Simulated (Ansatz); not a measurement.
**Pt-Al-Pt stack of (100) layers: phonon-mediated transition temperature**

What Tc do the phonons of Pt-Al-Pt stack of (100) layers give, and how does it depend on μ*? The cell shown first is a relaxed one, from steps not shown here.

Method: DFT PBEsol, scalar-relativistic, plane waves, PAW; PAW set soft_1, in Ansatz 0.2.0.

### 1. The cell after earlier relaxation steps

The cell holds 3 atoms: 2 Pt and 1 Al. Its edges and angles: a = 2.743 Å, b = 2.743 Å, c = 31.900 Å, α = 90.0°, β = 90.0°, γ = 90.0°. Vacuum lies along c.

### 2. Resistivity: q 3×3×1, k 9×9×1, scattering 12×12×1

The run that gives the couplings also evaluates McMillan's and Allen and Dynes's formulas and, where asked, the Eliashberg equations, over a range of μ*.

input.yaml reads:

```yaml
crystal:
  lattice:
    - [2.743464242, 0.0, 0.0]
    - [0.0, 2.743464242, 0.0]
    - [0.0, 0.0, 31.9000003]
  atoms:
    - { symbol: Pt, position: [0.0, 0.0, 0.183396524] }
    - { symbol: Al, position: [0.5, 0.5, 0.2358934147] }
    - { symbol: Pt, position: [0.0, 0.0, 0.2883903054] }
  periodic: [true, true, false]
kpoints:
  mp_grid: { grid: [9, 9, 1] }
hamiltonian:
  xc: pbesol
  pseudopotentials: { kind: paw, azcp: { folder: soft_1 }, xc_functional: pbe }
scf:
  occupations: { method: methfessel_paxton, width: 0.2 }
output:
  eigenvalues: true
phonons:
  method: dfpt
  qmesh: [3, 3, 1]
  temperatures: { t_max: 1000, t_step: 50 }
  qpath:
    path: [[0.0, 0.0, 0.0], [0.0, 0.5, 0.0], [0.5, 0.5, 0.0], [0.0, 0.0, 0.0]]
    npoints: 10
  electrical_resistivity:
    mesh: [12, 12, 1]
    temperatures: [20.0, 50.0, 77.0, 100.0, 150.0, 200.0, 300.0, 400.0, 600.0, 800.0]
  superconductivity: { mesh: [12, 12, 1] }
```

Started as:

```sh
ansatz run input.yaml --threads 4 --pin off --max-ram 12288MiB --backend cpu --events-out ev --progress --plain --runs-dir out
```

Numbers of over 12 decimals in the logs are rounded to 6 here.

What it wrote:

```text
Warning: crystal.symmetry: narrowed to the stabiliser of the run's FFT grids — unitary ops 16 → 8. A phonons.method: dfpt run fills in the rows of the dynamical matrix that it does not solve by its symmetry operations, which is exact only for operations that map its FFT grids onto themselves: filled in by any other, the frequencies could depend on the order in which like atoms are typed, or, by more than the grids' own error, on where the crystal sits among the grids' points. Excluded: 8 operations. The run can therefore solve more perturbations, solve them on more k-points, or both, and cost more. [rest of the remark cut]
Engine: ansatz 0.2.0, aarch64-unknown-linux-gnu
Pseudopotentials: kind: paw
Pseudopotential: Pt, paw, valence charge 18, recommended cutoff 420 eV (normal), soft_1/Pt.paw.azcp
Pseudopotential: Al, paw, valence charge 3, recommended cutoff 420 eV (normal), soft_1/Al.paw.azcp
Functional definition: PBEsol
  exchange = pbesol_x
  correlation = pbesol_c
Crystal: 3 atoms, lattice volume = 240.098 Å³
Basis set: ecut = 420 eV, 4783 PW (Γ), exchange–correlation on 40×40×432 points (8 copies of the dense FFT grid, shifted against one another)
Bands: 24, of which v1, the nominal top of the filled ones, is band 20 counted from 1 (19 counted from 0)
Symmetry: 16 space group operations
k-points: 15 of 81 (irreducible under 8 space group operations)
Non-local potential: Pt, projectors of the file, l = 0: 3, l = 1: 2, l = 2: 2, l = 3: 1
Non-local potential: Al, projectors of the file, l = 0: 2, l = 1: 2, l = 2: 1
PAW form: soft (Blöchl's): semilocal exchange-correlation on the pseudo side does not see the compensation charge
PAW frozen core: Pt, regenerated for the run's functional, and the local potential with it (the file was generated under x = pbe(κ = 0.804, μ = 0.219515), c = pbe(β = 0.066725))
PAW frozen core: Al, regenerated for the run's functional, and the local potential with it (the file was generated under x = pbe(κ = 0.804, μ = 0.219515), c = pbe(β = 0.066725))
PAW one-centre angular grid: Pt, 590 points (default); XC on 64 Gauss nodes
PAW one-centre angular grid: Al, 110 points (default); XC on 64 Gauss nodes
Initial density: superposition of atomic densities (neutral atoms: chi_scale 0, normalization atom)
Initial wavefunctions: pseudopotential atomic-orbital guess
Functional: x = pbesol(κ = 0.804, μ = 0.123457), c = pbesol(β = 0.046)
SCF iter   1: F=—  HF=-25298.085097 eV  |F-HF|=—  |Δ(HF+E_count)|=         —  Δρ=4.15e-2  dr2=9.00e0  ethr=3.10e-3  ⟨swp⟩=13.4  Hψ=3025  notcnv=0
preconditioner: auto → LDOS  [metal: Δε(μ)=0.061 eV  Ē_g=7.579 eV  σ=0.200 eV  W_gap=0.25  n_scr=20 (ndim 8)  ℏωp=11.5 eV  f_vac=0.762  D(μ)=1.58/eV (n_scr^D=10)  β→1.0]
SCF iter   2: F=—  HF=-25298.773088 eV  |F-HF|=—  |Δ(HF+E_count)|=   6.88e-1  S|Δr|=    0.00e0  Δρ=4.42e-2  dr2=1.31e1  ethr=3.10e-3  ⟨swp⟩=4.9  Hψ=1270  notcnv=0  defer=2
SCF iter   3: F=—  HF=-25296.376717 eV  |F-HF|=—  |Δ(HF+E_count)|=    2.40e0  S|Δr|=    0.00e0  Δρ=6.66e-3  dr2=2.06e-1  ethr=3.10e-3  ⟨swp⟩=4.1  Hψ=1136  notcnv=0  defer=4
SCF iter   4: F=—  HF=-25296.347856 eV  |F-HF|=—  |Δ(HF+E_count)|=   2.89e-2  S|Δr|=    0.00e0  Δρ=1.27e-3  dr2=5.08e-3  ethr=5.29e-4  ⟨swp⟩=3.3  Hψ=878  notcnv=0  defer=4
SCF iter   5: F=—  HF=-25296.346911 eV  |F-HF|=—  |Δ(HF+E_count)|=   9.45e-4  S|Δr|=    0.00e0  Δρ=4.80e-4  dr2=2.57e-4  ethr=1.30e-5  ⟨swp⟩=4.1  Hψ=929  notcnv=0  defer=4
SCF iter   6: F=—  HF=-25296.347015 eV  |F-HF|=—  |Δ(HF+E_count)|=   1.04e-4  S|Δr|=    0.00e0  Δρ=1.08e-4  dr2=4.39e-5  ethr=6.58e-7  ⟨swp⟩=3.3  Hψ=770  notcnv=0  defer=4
SCF iter   7: F=—  HF=-25296.347019 eV  |F-HF|=—  |Δ(HF+E_count)|=   4.12e-6  S|Δr|=    0.00e0  Δρ=4.35e-5  dr2=4.68e-6  ethr=1.13e-7  ⟨swp⟩=2.9  Hψ=669  notcnv=0  defer=4
SCF iter   8: F=—  HF=-25296.347029 eV  |F-HF|=—  |Δ(HF+E_count)|=   1.05e-5  S|Δr|=    0.00e0  Δρ=7.26e-6  dr2=2.21e-7  ethr=1.20e-8  ⟨swp⟩=3.4  Hψ=750  notcnv=0  defer=4
SCF iter   9: F=—  HF=-25296.347010 eV  |F-HF|=—  |Δ(HF+E_count)|=   1.96e-5  S|Δr|=    0.00e0  Δρ=1.59e-6  dr2=2.97e-9  ethr=5.68e-10  ⟨swp⟩=3.3  Hψ=828  notcnv=0  defer=4
SCF iter  10: F=—  HF=-25296.347010 eV  |F-HF|=—  |Δ(HF+E_count)|=   8.40e-9  S|Δr|=    0.00e0  Δρ=2.82e-7  dr2=1.21e-10  ethr=7.61e-12  ⟨swp⟩=4.2  Hψ=955  notcnv=0  defer=4
[...]
SCF 1 converged in 11 iterations: F = -25296.347010 eV  dr2 = 2.88e-12
  greatest PAW one-centre occupation: 1.000 electrons in one spin orbital (limit 2), on the Pt atom at site 2 (counted from 0), in its partial waves of l = 0
phonons: the bands overlap, so this run is a metal and interpolates without the dipole-dipole term. If the crystal is really an insulator or semiconductor, its LO-TO splitting is missing
NSCF: frozen V_eff on 15 k-points
NSCF: frozen V_eff on 25 k-points
DFPT response loops at q = (0, 0, 0) (fractional): preconditioner auto → none (partly filled bands, converged f_vac=0.765); β = 0.50; Broyden in place of MSR1
NSCF: frozen V_eff on 90 k-points
DFPT response loops at q = (0, 0.333333, 0) (fractional): mixed as the last ones told, above
NSCF: frozen V_eff on 162 k-points
DFPT response loops at q = (0.333333, 0.333333, 0) (fractional): mixed as the last ones told, above
k-points: 15 of 81
[...]
SCF iter   2: F=—  HF=-25298.773088 eV  |F-HF|=—  |Δ(HF+E_count)|=   6.88e-1  S|Δr|=    0.00e0  Δρ=4.42e-2  dr2=1.31e1  ethr=3.10e-3  ⟨swp⟩=4.9  Hψ=1270  notcnv=0  defer=2
SCF iter   3: F=—  HF=-25296.376717 eV  |F-HF|=—  |Δ(HF+E_count)|=    2.40e0  S|Δr|=    0.00e0  Δρ=6.66e-3  dr2=2.06e-1  ethr=3.10e-3  ⟨swp⟩=4.1  Hψ=1136  notcnv=0  defer=4
SCF iter   4: F=—  HF=-25296.347856 eV  |F-HF|=—  |Δ(HF+E_count)|=   2.89e-2  S|Δr|=    0.00e0  Δρ=1.27e-3  dr2=5.08e-3  ethr=5.29e-4  ⟨swp⟩=3.3  Hψ=878  notcnv=0  defer=4
SCF iter   5: F=—  HF=-25296.346911 eV  |F-HF|=—  |Δ(HF+E_count)|=   9.45e-4  S|Δr|=    0.00e0  Δρ=4.80e-4  dr2=2.57e-4  ethr=1.30e-5  ⟨swp⟩=4.1  Hψ=929  notcnv=0  defer=4
SCF iter   6: F=—  HF=-25296.347015 eV  |F-HF|=—  |Δ(HF+E_count)|=   1.04e-4  S|Δr|=    0.00e0  Δρ=1.08e-4  dr2=4.39e-5  ethr=6.58e-7  ⟨swp⟩=3.3  Hψ=770  notcnv=0  defer=4
SCF iter   7: F=—  HF=-25296.347019 eV  |F-HF|=—  |Δ(HF+E_count)|=   4.12e-6  S|Δr|=    0.00e0  Δρ=4.35e-5  dr2=4.68e-6  ethr=1.13e-7  ⟨swp⟩=2.9  Hψ=669  notcnv=0  defer=4
SCF iter   8: F=—  HF=-25296.347029 eV  |F-HF|=—  |Δ(HF+E_count)|=   1.05e-5  S|Δr|=    0.00e0  Δρ=7.26e-6  dr2=2.21e-7  ethr=1.20e-8  ⟨swp⟩=3.4  Hψ=750  notcnv=0  defer=4
SCF iter   9: F=—  HF=-25296.347010 eV  |F-HF|=—  |Δ(HF+E_count)|=   1.96e-5  S|Δr|=    0.00e0  Δρ=1.59e-6  dr2=2.97e-9  ethr=5.68e-10  ⟨swp⟩=3.3  Hψ=828  notcnv=0  defer=4
[...]
sum rule: each row above includes the acoustic sum rule's correction from the zone centre's row sums; it moved no ω² by more than (0.35 cm⁻¹)²
  mesh force constants: q→R imaginary residual 0.00e0; ASR residual 3.069e-5 → 0.000e0 eV/Å²; symmetrization residual 3.553e-15 eV/Å²
  interpolated dispersion: 31 rows × 9 modes
  density of states and harmonic sums: on the 24×24×1 q-mesh, interpolated from the force constants of a 3×3×1 supercell (no non-analytic term)
  largest difference from the sums on the solved wave vectors: F 7.93e-2 eV, S 1.08e-4 and C_V 2.83e-5 eV/K
  zero-point energy: 0.100583 eV/cell   skipped modes (ω ≤ 0): 3   left out of the sums: 5.79e-4 of the cell's modes: C_V's classical limit lies that fraction below 3 k_B per atom; for a crystal, a wire or a layer, F and S can be off by more, and a phonons.interpolated_qmesh denser along its periods is the remedy for the sampling
--- Electrical resistivity: potentials and phonons of a 3×3×1 supercell ---
  scattering by harmonic phonons alone, with no dipole-dipole term; scattering by other electrons, impurities, surfaces and spin disorder is left out, and so is spin–orbit coupling
  the resistivity is that of a variational response, whose dependence on the energy is improved iteratively
  tensors lie in the sheet's plane, the Hall coefficient along its normal; that, the resistivity and the plasma energy are of the whole cell, vacuum included; the cell is 31.900 Å high
  at the Fermi level of each mesh (of a tensor half of its trace):
           mesh   spin    states/(eV spin)  plasma energy (eV)         λ      λ_tr    ħω_log (meV)
        12×12×1                     0.4767              3.9194    0.2015    0.1664           9.696
          6×6×1                     0.3871              2.6816    0.1700    0.1521           9.673
          3×3×1                    21.7998              4.6159    1.9837   16.6951          14.662
  resistivity on the deck's mesh, µΩ·cm:
     T (K)       trace/2  mesh converged            xx            yy            zz    lowest order   relaxation time
     20.00     6.9590e-2              no     6.9590e-2     6.9590e-2      0.0000e0       1.3027e-1         1.1845e-1
     50.00     9.6034e-1              no     9.6034e-1     9.6034e-1      0.0000e0        1.2249e0          1.3160e0
     77.00      2.1253e0              no      2.1253e0      2.1253e0      0.0000e0        2.4733e0          2.7643e0
    100.00      3.1338e0              no      3.1338e0      3.1338e0      0.0000e0        3.5455e0          4.0109e0
    150.00      5.2928e0              no      5.2928e0      5.2928e0      0.0000e0        5.8601e0          6.7196e0
    200.00      7.4105e0              no      7.4105e0      7.4105e0      0.0000e0        8.1447e0          9.4139e0
    300.00      1.1550e1              no      1.1550e1      1.1550e1      0.0000e0        1.2630e1          1.4715e1
    400.00      1.5613e1              no      1.5613e1      1.5613e1      0.0000e0        1.7040e1          1.9925e1
    600.00      2.3656e1              no      2.3656e1      2.3656e1      0.0000e0        2.5796e1          3.0236e1
    800.00      3.1737e1              no      3.1737e1      3.1737e1      0.0000e0        3.4660e1          4.0559e1
  sheet resistance at 20 K: 0.2181 Ω
  mean free path at 20 K (of a tensor half of its trace): 6544 nm by what each carries, 4806 by the Fermi surface alone
  sheet resistance at 50 K: 3.010 Ω
  mean free path at 50 K (of a tensor half of its trace): 409 nm by what each carries, 348 by the Fermi surface alone
  sheet resistance at 77 K: 6.662 Ω
  mean free path at 77 K (of a tensor half of its trace): 177 nm by what each carries, 157 by the Fermi surface alone
  sheet resistance at 100 K: 9.824 Ω
  mean free path at 100 K (of a tensor half of its trace): 118 nm by what each carries, 107 by the Fermi surface alone
  sheet resistance at 150 K: 16.59 Ω
  mean free path at 150 K (of a tensor half of its trace): 69.0 nm by what each carries, 63.2 by the Fermi surface alone
  sheet resistance at 200 K: 23.23 Ω
  mean free path at 200 K (of a tensor half of its trace): 49.0 nm by what each carries, 45.1 by the Fermi surface alone
  sheet resistance at 300 K: 36.21 Ω
  mean free path at 300 K (of a tensor half of its trace): 31.3 nm by what each carries, 29.0 by the Fermi surface alone
  sheet resistance at 400 K: 48.94 Ω
  mean free path at 400 K (of a tensor half of its trace): 23.1 nm by what each carries, 21.4 by the Fermi surface alone
  sheet resistance at 600 K: 74.16 Ω
  mean free path at 600 K (of a tensor half of its trace): 15.3 nm by what each carries, 14.1 by the Fermi surface alone
  sheet resistance at 800 K: 99.49 Ω
  mean free path at 800 K (of a tensor half of its trace): 11.4 nm by what each carries, 10.5 by the Fermi surface alone
  the resistivity times a path that all electrons share, by the Fermi surface of the deck's mesh alone (half of the trace): 3.345e-15 Ω·m²
  not converged in the mesh (λ; λ_tr; the resistivity at 20 K by 44.64 %; the resistivity at 50 K by 60.55 %; the resistivity at 77 K by 72.97 %; the resistivity at 100 K by 78.44 %; the resistivity at 150 K by 83.44 %; the resistivity at 200 K by 85.32 %; the resistivity at 300 K by 86.80 %; the resistivity at 400 K by 87.41 %; the resistivity at 600 K by 88.02 %; the resistivity at 800 K by 88.40 %): between neighb [...]
  vibrations of 9 cells: unjudged by the run; compare a larger repeat
  the changes of the potential over all sites missed a rigid shift's by 1.02 % (the site terms' by 0.01 %)
--- Superconductivity: potentials and phonons of a 3×3×1 supercell ---
           mesh         λ    ħω_log (meV)  μ* declared at (meV)
        12×12×1    0.2015           9.696               17.066
          6×6×1    0.1700           9.673               16.687
          3×3×1    1.9837          14.662               15.548
  λ by the species' shares of the modes' patterns: Pt 0.1787, Al 0.0228
  with the Fermi level up to 56.1 meV (the hardest mode) off, states and modes as they are: density of states 0.4758 to 0.4814 /eV of one spin and cell, λ 0.2015 to 0.2023
  transition temperature on the deck's mesh (K), isotropic and anisotropic, restricted to the Fermi surface (FSR) and over the full bandwidth (FBW), and the last with the density of states resolved in a narrower window:
        μ*   McMillan   Allen–Dynes      iso. FSR      iso. FBW    aniso. FSR    aniso. FBW  narrow window
      0.08      0.001         0.001    none_found    none_found    none_found    none_found     none_found
      0.10      0.000         0.000    none_found    none_found    none_found    none_found     none_found
      0.12      0.000         0.000    none_found    none_found    none_found    none_found     none_found
      0.13      0.000         0.000    none_found    none_found    none_found    none_found     none_found
      0.14      0.000         0.000    none_found    none_found    none_found    none_found     none_found
      0.16      0.000         0.000    none_found    none_found    none_found    none_found     none_found
      0.20          -             -    none_found    none_found    none_found    none_found     none_found
  none_found: no transition down to 0.1 K
  isotope coefficients −∂ln Tc/∂ln M under μ* = 0.13, the force constants as they are, of the isotropic transitions restricted to the Fermi surface and over the full bandwidth: Pt - and -, Al - and -
  not converged in the mesh (λ): between neighbouring meshes, the two finest first, λ moves by 15.67 % and 1067.15 % and the anisotropic transition temperature over the full bandwidth at μ* = 0.13 by nothing (neither mesh has one) and (not known); converged means that the two finest part by at most 2.00 % and 5.00 %
  vibrations of 9 cells: unjudged by the run; compare a larger repeat
  the changes of the potential over all sites missed a rigid shift's by 1.02 % (the site terms' by 0.01 %)
[key lines of the parts left out:]
SCF converged after 11 iterations
Free energy (F): -25296.347010 eV
Fermi energy:    -5.304596 eV
```

Wall time 4.3 min (4 threads of Arm Neoverse V1, shared host); peak memory 3.6 GiB; 17 min of CPU time.

Numbers from this step:

```
metallic on mesh                                                               : yes
gap on the k-mesh                                                              : 0 eV
zero point energy                                                              : 0.1006 eV/cell
share of imaginary modes in the plain interpolation between solved wavevectors : 0
highest frequency, solved or plainly interpolated                              : 452.4 cm⁻¹
cell height                                                                    : 31.9 Å
sheet resistance 300K                                                          : 36.21 Ω/square, mean in the plane
resistivity at 300 K                                                           : 11.55 μΩ cm, mean of the axes, of the whole cell with its vacuum
coupling constant λ                                                            : 0.2015
density of states at the Fermi level                                           : 0.4767 states/eV a spin and cell
log mean phonon energy ħω_log                                                  : 9.696 meV
transport coupling constant λ_tr                                               : 0.1664, 0.1664, 0 (xx, yy, zz)
Drude plasma energy                                                            : 3.919, 3.919, 0 eV (xx, yy, zz), of the whole cell with its vacuum
second-moment phonon energy ħω₂                                                : 17.07 meV
```

An empty cell: under 1 mK by a formula, or no transition down to the floor of the Eliashberg search. Transition temperatures:

| μ* | McMillan Tc (K) | Allen–Dynes Tc (K) |
| --- | --- | --- |
| 0.08 | 0.00128 | 0.00129 |
| 0.1 | - | - |
| 0.12 | - | - |
| 0.13 | - | - |
| 0.14 | - | - |
| 0.16 | - | - |
| 0.2 | - | - |

(Part 1 of 2 ends here.)

[Logs are printed without paths, hosts, clocks, repeated set-up lines and the standing remarks that a program may print on its own settings, such as how far it seeks lower states.]

[Hosts, paths, dates, database ids (printed as entryN), source tags and the programs' standing remarks are cut or masked in the printed files.]
